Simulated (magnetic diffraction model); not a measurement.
**Li2MnCl5 below its ordering temperature**

Space group Pna2_1 (no. 33), a = 10.7410 Å, b = 9.4840 Å, c = 7.7480 Å.

```
site  atom       x       y       z
  4a    Mn  0.0066  0.0140  0.5037
  4a    Cl  0.5090  0.0057  0.4940
  4a    Cl  0.7968  0.0887  0.0004
  4a    Cl  0.0708  0.1606  0.7770
  4a    Cl  0.0769  0.1626  0.2436
  4a    Cl  0.8121  0.1202  0.5088
  4a    Li  0.3627  0.9234  0.7417
  4a    Li  0.3609  0.9212  0.2548
```

This is a made-up structure (elements placed in a structure type, unrelaxed), so the numbers test the method and describe no known phase.

Only Mn is taken to order (form factors of Mn3+); orders and moment sizes are assumed, and not adapted to the symmetry. Radiation: neutrons of λ = 1.594 Å, 3° to 30°; isotropic B of 0.56 Å² (Mn), 0.6 Å² (Cl) and 0.84 Å² (Li). Simulated constant-wavelength pattern: nuclear and magnetic terms add, the magnetic one as |2.695 fm × Σ f S⊥ exp(2πi Q·r) exp(−B s²)|², summed over all Q at one angle with the factor 1/(sin²θ cos θ). For a modulated order the moment at position r is S exp(−2πi k·r) + c.c., with S = m/2 for a sine wave of amplitude m and S = m(u + iv)/2 for moments turning in a plane, u and v being orthogonal unit vectors in it; the phase factor of the sum at Q = H + k is then exp(2πi H·r). Free-ion form factors, Sears's scattering lengths of 1992, no absorption; a label names one of the reflections at its angle. The strongest nuclear line in the range is 100, and lines under 0.2 are left out.

Above the ordering temperature:

| 2θ (°) | index | I |
| --- | --- | --- |
| 12.87 | (1 1 0) | 5.1 |
| 17.07 | (2 0 0) | 1.6 |
| 19.64 | (2 1 0) | 3.8 |
| 20.81 | (2 0 1) | 1.2 |
| 21.17 | (1 2 0) | 11.0 |
| 22.98 | (2 1 1) | 0.8 |
| 23.75 | (0 0 2) | 9.5 |
| 24.31 | (1 2 1) | 1.3 |
| 25.91 | (2 2 0) | 1.2 |
| 27.10 | (1 1 2) | 100.0 |
| 27.53 | (3 1 0) | 95.6 |
| 28.56 | (2 2 1) | 3.0 |
| 29.39 | (2 0 2) | 51.0 |

Below it (cell unchanged):

```
2θ (°)      I
  8.03   14.1
  8.66    0.8
 11.25    7.0
 12.87    5.1
 17.07    1.6
 18.89    0.8
 19.64    3.8
 19.69    3.1
 20.49    1.1
 20.81    1.2
 21.17   11.0
 22.68    2.4
 22.98    0.8
 23.75    9.5
 24.31    1.3
 25.10    2.2
 25.32    3.8
 25.91    1.2
 26.35    1.9
 27.10  100.0
 27.53   95.6
 27.55    0.8
 28.56    3.0
 29.39   51.0
```

**Question.** Find the propagation vector, then choose among these models:
A. a sine wave with moments along [100] (amplitudes given), 3.27 μB on Mn; signs + at (0.0066, 0.0140, 0.5037), − at (0.5066, 0.4860, 0.5037), − at (0.4934, 0.5140, 0.0037), + at (0.9934, 0.9860, 0.0037)
B. moments turning in the plane of [001] and [100], 3.27 μB on Mn; signs + at (0.0066, 0.0140, 0.5037), − at (0.5066, 0.4860, 0.5037), − at (0.4934, 0.5140, 0.0037), + at (0.9934, 0.9860, 0.0037)
C. moments turning in the plane of [100] and [010], 3.27 μB on Mn; signs + at (0.0066, 0.0140, 0.5037), − at (0.5066, 0.4860, 0.5037), − at (0.4934, 0.5140, 0.0037), + at (0.9934, 0.9860, 0.0037)
D. a sine wave with moments along [001] (amplitudes given), 3.27 μB on Mn; signs + at (0.0066, 0.0140, 0.5037), − at (0.5066, 0.4860, 0.5037), − at (0.4934, 0.5140, 0.0037), + at (0.9934, 0.9860, 0.0037)

The new lines index as (0 5/6 0) at 8.03°, (1 1/6 0) at 8.66°, (0 7/6 0) at 11.25° and (2 5/6 0) at 18.89°, that is as H ± k with k = (0 1/6 0). Satellites come in pairs about each point of the reciprocal lattice.

Magnetic intensity, observed (below minus above) and for each model:

| 2θ (°) | index | observed | A | B | C | D |
| --- | --- | --- | --- | --- | --- | --- |
| 8.03 | (0 5/6 0) | 14.1 | 14.1 | 28.3 | 14.1 | 14.1 |
| 8.66 | (1 1/6 0) | 0.8 | 0.8 | 25.2 | 24.3 | 24.3 |
| 11.25 | (0 7/6 0) | 7.0 | 7.0 | 13.9 | 7.0 | 7.0 |
| 18.89 | (2 5/6 0) | 0.8 | 0.8 | 5.2 | 4.4 | 4.4 |
| 19.69 | (1 11/6 0) | 3.1 | 3.1 | 7.0 | 3.9 | 3.9 |
| 20.49 | (2 7/6 0) | 1.1 | 1.1 | 4.7 | 3.6 | 3.6 |
| 25.10 | (0 5/6 2) | 2.2 | 2.2 | 2.4 | 4.1 | 0.2 |
| 25.32 | (1 1/6 2) | 3.8 | 3.8 | 4.3 | 8.0 | 0.5 |

Model A matches.

The structure used: k = (0 1/6 0), a sine wave with moments along [100] (amplitudes given), 3.27 μB on Mn; signs + at (0.0066, 0.0140, 0.5037), − at (0.5066, 0.4860, 0.5037), − at (0.4934, 0.5140, 0.0037), + at (0.9934, 0.9860, 0.0037).

[Logs are printed without paths, hosts, clocks, repeated set-up lines and the standing remarks that a program may print on its own settings, such as how far it seeks lower states.]
